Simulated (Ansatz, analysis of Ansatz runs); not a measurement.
# How often does O try the jump in Li5AuO4 (C2/m)?

Aim: the prefactor of a hop in Li5AuO4 (C2/m) (V_O hop (2.9 Å), charge 0) from the modes of the moving atom at the start and at the top of a path found beforehand. Model: a cell of 80 host atoms with 1 O taken out.

Program: Ansatz 0.2.0. Level of theory: plane-wave PAW DFT, PBEsol; finite-difference force constants of the moving atom alone. Results are calculated unless marked as measured.

**1. Starting point**

The cell holds 79 atoms: 40 Li, 8 Au and 31 O. Its edges and angles: a = 9.403 Å, b = 9.404 Å, c = 9.396 Å, α = 90.0°, β = 102.9°, γ = 90.0°. It derives from Li5AuO4 (space group C2/m). Nearest the centre at fractional (0.500, 0.648, 0.750): Au70 at 1.19 Å, O78 at 1.40 Å, Li60 at 1.53 Å, Li67 at 2.41 Å, Li28 at 2.42 Å, Li44 at 2.43 Å, Li64 at 2.46 Å, O36 at 2.67 Å.

The cell's shortest repeat is 9.4 Å.

**2. Vibrations of the moving atom at the start point**

Harmonic transition-state theory takes the prefactor from the modes at the minimum and at the top. Only the moving atom is displaced, by 0.02 Å, which takes six displaced runs and a reference; the host's atoms are held.

Contents of q0.start.modes/input.yaml:

```yaml
crystal:
  lattice:
    - [9.40268524, 0.0, -0.02548652]
    - [0.0, 9.40405317, 0.0]
    - [-2.07562506, 0.0, 9.16358709]
  atoms:
    - { symbol: Li, position: [-0.00235369, 0.78914139, 0.2477283] }
    - { symbol: Li, position: [0.24930836, 0.28936652, 0.24901005] }
    - { symbol: Li, position: [-0.00135243, 0.28220132, -0.00081673] }
    - { symbol: Li, position: [0.25053097, 0.78243085, 0.0021375] }
    - { symbol: Li, position: [-0.00135961, 0.71500356, -0.00099761] }
    - { symbol: Li, position: [0.25107233, 0.21747344, -0.00119385] }
    - { symbol: Li, position: [-0.00133032, 0.2034461, 0.24949093] }
    - { symbol: Li, position: [0.25094981, 0.70335472, 0.24925231] }
    - { symbol: Li, position: [0.00110525, -0.0019255, -0.00119702] }
    - { symbol: Li, position: [0.25199237, 0.49874011, -0.00081642] }
    - { symbol: Au, position: [-8.046e-05, 0.49831713, 0.24960777] }
    - { symbol: Au, position: [0.25049373, -0.00229388, 0.25120853] }
    - { symbol: O, position: [0.12822011, 0.84984284, 0.12704614] }
    - { symbol: O, position: [0.37782389, 0.35199077, 0.1265846] }
    - { symbol: O, position: [0.11837966, 0.34714003, 0.37145607] }
    - { symbol: O, position: [0.37305119, 0.84941408, 0.37799239] }
    - { symbol: O, position: [0.12975005, 0.14394572, 0.12492051] }
    - { symbol: O, position: [0.37795912, 0.64690809, 0.12533502] }
    - { symbol: O, position: [0.12690595, 0.64474667, 0.37904753] }
    - { symbol: O, position: [0.37183806, 0.14580285, 0.3758081] }
    - { symbol: Li, position: [0.00027816, 0.7911411, 0.74991771] }
    - { symbol: Li, position: [0.25071734, 0.2967451, 0.74866045] }
    - { symbol: Li, position: [-0.00179088, 0.27990984, 0.49935167] }
    - { symbol: Li, position: [0.23048886, 0.80311548, 0.48032091] }
    - { symbol: Li, position: [-0.00080232, 0.71231411, 0.50049681] }
    - { symbol: Li, position: [0.25023035, 0.21676582, 0.50046641] }
    - { symbol: Li, position: [0.00085971, 0.20737868, 0.75003985] }
    - { symbol: Li, position: [0.25077718, 0.7062129, 0.75835411] }
    - { symbol: Li, position: [-0.00275525, -0.00021626, 0.50148442] }
    - { symbol: Li, position: [0.23723296, 0.48520409, 0.48909611] }
    - { symbol: Au, position: [0.00041755, 0.49952858, 0.75044056] }
    - { symbol: Au, position: [0.25093923, -0.00018552, 0.74941949] }
    - { symbol: O, position: [0.13314642, 0.84718357, 0.62588714] }
    - { symbol: O, position: [0.36792434, 0.36578617, 0.61536545] }
    - { symbol: O, position: [0.122297, 0.3523596, 0.87529085] }
    - { symbol: O, position: [0.3724594, 0.85221612, 0.87391897] }
    - { symbol: O, position: [0.12789161, 0.1457232, 0.62412616] }
    - { symbol: O, position: [0.12232369, 0.64714175, 0.87628475] }
    - { symbol: O, position: [0.37101887, 0.14873309, 0.87200986] }
    - { symbol: Li, position: [0.50055204, 0.79164546, 0.24961047] }
    - { symbol: Li, position: [0.74931623, 0.29103558, 0.24972036] }
    - { symbol: Li, position: [0.50421838, 0.28663037, -0.00018434] }
    - { symbol: Li, position: [0.74954034, 0.78076922, -0.00102845] }
    - { symbol: Li, position: [0.49994659, 0.71402893, -0.00037197] }
    - { symbol: Li, position: [0.74858993, 0.21416526, -0.00040424] }
    - { symbol: Li, position: [0.50012536, 0.20725468, 0.2516693] }
    - { symbol: Li, position: [0.749939, 0.70529889, 0.24926083] }
    - { symbol: Li, position: [0.50098261, 0.00277392, 0.00124363] }
    - { symbol: Li, position: [0.73812191, 0.4938559, -0.01055523] }
    - { symbol: Au, position: [0.49990488, 0.49961927, 0.25078293] }
    - { symbol: Au, position: [0.74995306, -0.00286029, 0.25237852] }
    - { symbol: O, position: [0.62812642, 0.8510081, 0.12545612] }
    - { symbol: O, position: [0.88011353, 0.35104872, 0.12752163] }
    - { symbol: O, position: [0.62196535, 0.35267193, 0.37550832] }
    - { symbol: O, position: [0.87551007, 0.8497311, 0.37618083] }
    - { symbol: O, position: [0.62733615, 0.14391328, 0.12958485] }
    - { symbol: O, position: [0.87773846, 0.64557983, 0.12471433] }
    - { symbol: O, position: [0.62277188, 0.64729714, 0.37521544] }
    - { symbol: O, position: [0.87106903, 0.14504636, 0.37714931] }
    - { symbol: Li, position: [0.51585925, 0.80898602, 0.76556102] }
    - { symbol: Li, position: [0.74839515, 0.2942476, 0.7558036] }
    - { symbol: Li, position: [0.49924286, 0.28846776, 0.50212539] }
    - { symbol: Li, position: [0.75231968, 0.78265623, 0.50015576] }
    - { symbol: Li, position: [0.50714158, 0.71999398, 0.50011766] }
    - { symbol: Li, position: [0.74880481, 0.21783176, 0.50196696] }
    - { symbol: Li, position: [0.5030151, 0.2235588, 0.75364695] }
    - { symbol: Li, position: [0.74867482, 0.70592079, 0.7487729] }
    - { symbol: Li, position: [0.50102344, 0.00332465, 0.50188084] }
    - { symbol: Li, position: [0.74824759, 0.49903836, 0.50272489] }
    - { symbol: Au, position: [0.48542649, 0.52196388, 0.73505805] }
    - { symbol: Au, position: [0.75058128, 0.00070713, 0.74960289] }
    - { symbol: O, position: [0.62654265, 0.85401671, 0.62307431] }
    - { symbol: O, position: [0.87869824, 0.3522896, 0.62592388] }
    - { symbol: O, position: [0.62866587, 0.3432993, 0.88329526] }
    - { symbol: O, position: [0.87286765, 0.85205695, 0.87333988] }
    - { symbol: O, position: [0.62692324, 0.14870391, 0.62591012] }
    - { symbol: O, position: [0.87804295, 0.64672024, 0.62533055] }
    - { symbol: O, position: [0.61811729, 0.65664764, 0.87026016] }
    - { symbol: O, position: [0.87665748, 0.14367544, 0.87494249] }
  symmetry: { detect: false }
basis:
  ecutwfc: 420
  xc_grid: 2
hamiltonian:
  xc: pbesol
kpoints:
  mp_grid: { grid: [1, 1, 1], shift: [0.25, 0.25, 0.25] }
scf:
  occupations: { method: fixed }
  max_iter: 150
phonons:
  supercell: [1, 1, 1]
  displaced_sites: [77]
  amplitude: 0.02
```

Launch:

```sh
> ansatz run input.yaml --threads 4 --pin off --max-ram 14131MiB --backend cpu --events-out ev --progress --plain --runs-dir out
```

Numbers of over 12 decimals in the logs are rounded to 6 here.

The program printed:

```text
[... repeated set-up lines and file paths are left out, and long positions are rounded to six places ...]
Engine: ansatz 0.2.0, aarch64-unknown-linux-gnu
Pseudopotentials: kind: paw
Pseudopotential: Li, paw, valence charge 3, recommended cutoff 420 eV (normal), Li.paw.azcp
Pseudopotential: Au, paw, valence charge 19, recommended cutoff 420 eV (normal), Au.paw.azcp
Pseudopotential: O, paw, valence charge 6, recommended cutoff 420 eV (normal), O.paw.azcp
Functional definition: PBEsol
  exchange = pbesol_x
  correlation = pbesol_c
Crystal: 79 atoms, lattice volume = 809.778 Å³
Basis set: ecut = 420 eV, 15817 PW (Γ), exchange–correlation on 128×128×128 points (8 copies of the dense FFT grid, shifted against one another)
Bands: 308, of which v1, the nominal top of the filled ones, is band 229 counted from 1 (228 counted from 0)
Symmetry: 1 space group operations
k-points: 1
Non-local potential: Li, projectors of the file, l = 0: 3, l = 1: 2, l = 2: 1
Non-local potential: Au, projectors of the file, l = 0: 3, l = 1: 2, l = 2: 2, l = 3: 1
Non-local potential: O, projectors of the file, l = 0: 2, l = 1: 2, l = 2: 1
PAW form: soft (Blöchl's): semilocal exchange-correlation on the pseudo side does not see the compensation charge
PAW frozen core: Au, regenerated for the run's functional, and the local potential with it (the file was generated under x = pbe(κ = 0.804, μ = 0.219515), c = pbe(β = 0.066725))
PAW frozen core: O, regenerated for the run's functional, and the local potential with it (the file was generated under x = pbe(κ = 0.804, μ = 0.219515), c = pbe(β = 0.066725))
PAW one-centre angular grid: Li, 110 points (default); XC on 64 Gauss nodes
PAW one-centre angular grid: Au, 590 points (default); XC on 64 Gauss nodes
PAW one-centre angular grid: O, 110 points (default); XC on 64 Gauss nodes
Initial density: superposition of atomic densities (neutral atoms: chi_scale 0, normalization atom), corrected by the library's trained network
Initial wavefunctions: pseudopotential atomic-orbital guess
Functional: x = pbesol(κ = 0.804, μ = 0.123457), c = pbesol(β = 0.046)
SCF iter   1: F=—  HF=-129606.663290 eV  |F-HF|=—  |Δ(HF+E_count)|=         —  Δρ=1.41e-2  dr2=1.41e0  ethr=1.77e-3  ⟨swp⟩=5.0  Hψ=965  notcnv=0  defer=74
preconditioner: auto → Resta (q_TF=auto, 2.481 Å⁻¹)  ε∞=4.0  [insulator: Δε(μ)=2.061 eV  Ē_g=13.412 eV  n_scr=218 (ndim 8)  ℏωp=23.1 eV  f_vac=0.075  ε∞_Penn≈4.0]
SCF iter   2: F=—  HF=-129606.321392 eV  |F-HF|=—  |Δ(HF+E_count)|=   3.42e-1  Δρ=3.96e-3  dr2=1.01e-1  ethr=3.07e-4  ⟨swp⟩=2.0  Hψ=448  notcnv=0  defer=74
SCF iter   3: F=—  HF=-129606.298970 eV  |F-HF|=—  |Δ(HF+E_count)|=   2.24e-2  Δρ=1.37e-3  dr2=1.96e-2  ethr=2.21e-5  ⟨swp⟩=2.0  Hψ=364  notcnv=0  defer=77
SCF iter   4: F=—  HF=-129606.293911 eV  |F-HF|=—  |Δ(HF+E_count)|=   5.06e-3  Δρ=5.71e-4  dr2=4.29e-3  ethr=4.28e-6  ⟨swp⟩=2.0  Hψ=365  notcnv=0  defer=77
SCF iter   5: F=—  HF=-129606.293007 eV  |F-HF|=—  |Δ(HF+E_count)|=   9.04e-4  Δρ=2.65e-4  dr2=8.15e-4  ethr=9.36e-7  ⟨swp⟩=2.0  Hψ=365  notcnv=0  defer=72
SCF iter   6: F=—  HF=-129606.292957 eV  |F-HF|=—  |Δ(HF+E_count)|=   5.05e-5  Δρ=1.78e-4  dr2=2.88e-4  ethr=1.78e-7  ⟨swp⟩=2.0  Hψ=392  notcnv=0  defer=72
SCF iter   7: F=—  HF=-129606.292888 eV  |F-HF|=—  |Δ(HF+E_count)|=   6.93e-5  Δρ=4.00e-5  dr2=1.62e-5  ethr=6.28e-8  ⟨swp⟩=2.0  Hψ=364  notcnv=0  defer=72
SCF iter   8: F=—  HF=-129606.294590 eV  |F-HF|=—  |Δ(HF+E_count)|=   1.70e-3  Δρ=3.95e-5  dr2=1.29e-5  ethr=3.54e-9  ⟨swp⟩=3.0  Hψ=452  notcnv=0  defer=72
SCF iter   9: F=—  HF=-129606.294588 eV  |F-HF|=—  |Δ(HF+E_count)|=   1.75e-6  Δρ=6.43e-6  dr2=3.20e-7  ethr=2.81e-9  ⟨swp⟩=2.0  Hψ=364  notcnv=0  defer=72
SCF iter  10: F=—  HF=-129606.294588 eV  |F-HF|=—  |Δ(HF+E_count)|=   1.67e-7  Δρ=3.32e-6  dr2=9.64e-8  ethr=6.99e-11  ⟨swp⟩=2.0  Hψ=434  notcnv=0  defer=72
[...]
SCF 1 converged in 13 iterations: F = -129606.294588 eV  dr2 = 5.32e-10
  greatest PAW one-centre occupation: 1.001 electrons in one spin orbital (limit 2), on the Au atom at site 70 (counted from 0), in its partial waves of l = 0
Initial density: handed on by an earlier stage of this run
Initial wavefunctions: those handed on with the density
[...]
SCF 2 converged in 11 iterations: F = -129606.292528 eV  dr2 = 4.27e-11
[...]
SCF 3 converged in 7 iterations: F = -129606.292397 eV  dr2 = 5.25e-11
[...]
SCF 4 converged in 12 iterations: F = -129606.292000 eV  dr2 = 4.01e-12
[...]
SCF 5 converged in 7 iterations: F = -129606.292086 eV  dr2 = 5.15e-11
[...]
SCF iter  10: F=—  HF=-129606.292167 eV  |F-HF|=—  |Δ(HF+E_count)|=  2.33e-10  Δρ=1.53e-7  dr2=1.90e-10  ethr=1.00e-12  ⟨swp⟩=2.0  Hψ=341  notcnv=0  defer=72
SCF iter  11: F=-129606.292167 eV  HF=-129606.292167 eV  |F-HF|=5.82e-11  |Δ(HF+E_count)|=  1.16e-10  Δρ=7.36e-8  dr2=4.62e-11  ethr=1.00e-12  ⟨swp⟩=3.0  Hψ=768  notcnv=0
SCF 6 converged in 11 iterations: F = -129606.292167 eV  dr2 = 4.62e-11
iter 1 solved again at ethr=1.47e-9 eV; its pass at ethr=3.10e-3 eV (dr2=6.72e-6 eV) is discarded
SCF iter   1: F=—  HF=-129606.292234 eV  |F-HF|=—  |Δ(HF+E_count)|=         —  Δρ=8.30e-5  dr2=5.81e-6  ethr=1.47e-9  ⟨swp⟩=3.0  Hψ=945  notcnv=0  defer=72
SCF iter   2: F=—  HF=-129606.292110 eV  |F-HF|=—  |Δ(HF+E_count)|=   1.25e-4  Δρ=4.13e-5  dr2=1.40e-6  ethr=1.27e-9  ⟨swp⟩=2.0  Hψ=426  notcnv=0  defer=72
SCF iter   3: F=—  HF=-129606.292110 eV  |F-HF|=—  |Δ(HF+E_count)|=   3.80e-7  Δρ=4.95e-6  dr2=1.80e-7  ethr=3.05e-10  ⟨swp⟩=2.0  Hψ=381  notcnv=0  defer=72
SCF iter   4: F=—  HF=-129606.292110 eV  |F-HF|=—  |Δ(HF+E_count)|=   3.24e-8  Δρ=1.47e-6  dr2=8.17e-9  ethr=3.92e-11  ⟨swp⟩=2.0  Hψ=381  notcnv=0  defer=72
SCF iter   5: F=—  HF=-129606.292110 eV  |F-HF|=—  |Δ(HF+E_count)|=   1.48e-9  Δρ=5.86e-7  dr2=2.57e-9  ethr=1.78e-12  ⟨swp⟩=2.0  Hψ=381  notcnv=0  defer=72
SCF iter   6: F=—  HF=-129606.292110 eV  |F-HF|=—  |Δ(HF+E_count)|=  2.04e-10  Δρ=2.26e-7  dr2=4.41e-10  ethr=1.00e-12  ⟨swp⟩=2.0  Hψ=379  notcnv=0  defer=72
SCF iter   7: F=-129606.292110 eV  HF=-129606.292110 eV  |F-HF|=7.28e-11  |Δ(HF+E_count)|=  8.73e-11  Δρ=8.43e-8  dr2=6.21e-11  ethr=1.00e-12  ⟨swp⟩=3.0  Hψ=770  notcnv=0
SCF 7 converged in 7 iterations: F = -129606.292110 eV  dr2 = 6.21e-11
SCF converged after 13 iterations
Free energy (F): -129606.294588 eV
Harris-Foulkes:  -129606.294588 eV  (|F-HF|=3.06e-10)
Internal energy: -129606.294588 eV  (E = F + TS)
E sigma→0 (E₀):  -129606.294588 eV
Fermi energy:    5.967459 eV
--- Per-component energies (eV) ---
  E_band       = -7064.576731
  E_kinetic    = 11161.177200
  E_local      = -40843.844265  (includes V_loc(G=0)·N_el)
  E_nonlocal   = 789.311052
  E_hartree    = 15982.387091
  E_xc         = -4521.688840
  E_vxc        = -5680.573707  (∫ρ·V_xc dr)
  E_paw        = -82015.382723  (= ΣΔE_a)
  E_vpaw       = -4455.511303  (= ΣTr[D̂ρ^β])
  E_aug_tail   = 0.089314  (compensation charges beyond the density's cutoff)
  E_ewald      = -30161.913176
  E_core_change = 3.569758  (= ΣΔE_core)
  E_smearing   = -0.000000  (= −TS)
  E_closure    = -0.000000  (closes the sum)
  Σ components = -129606.294588   (vs F -129606.294588, Δ=0.00e0)
--- Forces (eV/Å), atoms counted from 1 ---
  atom   1  Li     0.00012077    -0.00014112    -0.00067932
  atom   2  Li    -0.00070084     0.00023872     0.00104534
  [... 25 atoms left out ...]
  atom  28  Li    -0.00293902    -0.00109242    -0.00122908
  [... 5 atoms left out ...]
  atom  34  O     -0.00098751     0.00122407    -0.00040293
  [... 1 atom left out ...]
  atom  36  O      0.00131785     0.00083708     0.00009744
  [... 7 atoms left out ...]
  atom  44  Li     0.00095494     0.00362803    -0.00084681
  [... 15 atoms left out ...]
  atom  60  Li     0.00067003     0.00099730     0.00000954
  [... 3 atoms left out ...]
  atom  64  Li    -0.00218535    -0.00297268     0.00009547
  [... 2 atoms left out ...]
  atom  67  Li    -0.00088074    -0.00059448    -0.00017068
  [... 2 atoms left out ...]
  atom  70  Au    -0.00422485     0.00083249     0.00431240
  [... 1 atom left out ...]
  atom  72  O     -0.00134884    -0.00027378     0.00108867
  [... 5 atoms left out ...]
  atom  78  O      0.00333205    -0.00272408     0.00089564
  [... 1 atom left out ...]
  max |Σ_I F_I| component: 7.10e-6 eV/Å
--- Band table (eV) ---
  k-point 0: bands = ["-100.3705", "-100.2797", "-100.2690", "-100.2596", [... 300 left out ...] "17.2498", "17.4185", "17.4813", "17.5341"]
--- Phonons: 6 displaced members + reference (amplitude 0.02 Å, Σ member SCF iterations 55) ---
  symmetry images taken by strict's conditions (phonons.symmetry_images: auto; settled by no image being taken that strict refuses)
  force constants formed among 1 of 79 sites (O 77); the other 78 at rest. The modes move the named sites alone.
  the frequencies, the zero-point energy and the sums are of the block with the acoustic sum rule laid on its rows. Row sums over every site: 4.2e-4 eV/Å² at the most
  transpose residual: 2.2e-3 eV/Å²
  largest component of a force at the reference: 3.3e-3 eV/Å on a named site, 4.3e-3 eV/Å on a site at rest
  frequencies among the named sites at Γ of the cell (cm⁻¹): 371.60 375.18 571.18
  unstable modes among the named sites: 0
  frequencies as built, with no sum rule (cm⁻¹): 371.60 375.18 571.19
  zero-point energy: 0.081703 eV/cell   skipped modes (ω ≤ 0): 0
  not written: the harmonic force-constant file, the file of eigenvectors (these modes' are written with the force constants), the density of states and the dispersion, which are of every site
```

It took 1.8 min on 4 threads of Arm Neoverse V1, shared host; peak memory 1.6 GiB; 6.8 min of CPU time.

This step gave:

* free energy: -129606.2946 eV
* frequencies of moving atom: 371.6, 375.2, 571.2 cm⁻¹ (negative: imaginary)

The three modes are 372, 375 and 571 cm⁻¹: all real, a minimum for this atom with the others held.

(Continued in part 2 of 2.)

[Logs are printed without paths, hosts, clocks, repeated set-up lines and the standing remarks that a program may print on its own settings, such as how far it seeks lower states.]

[Hosts, paths, dates, database ids (printed as entryN), source tags and the programs' standing remarks are cut or masked in the printed files.]
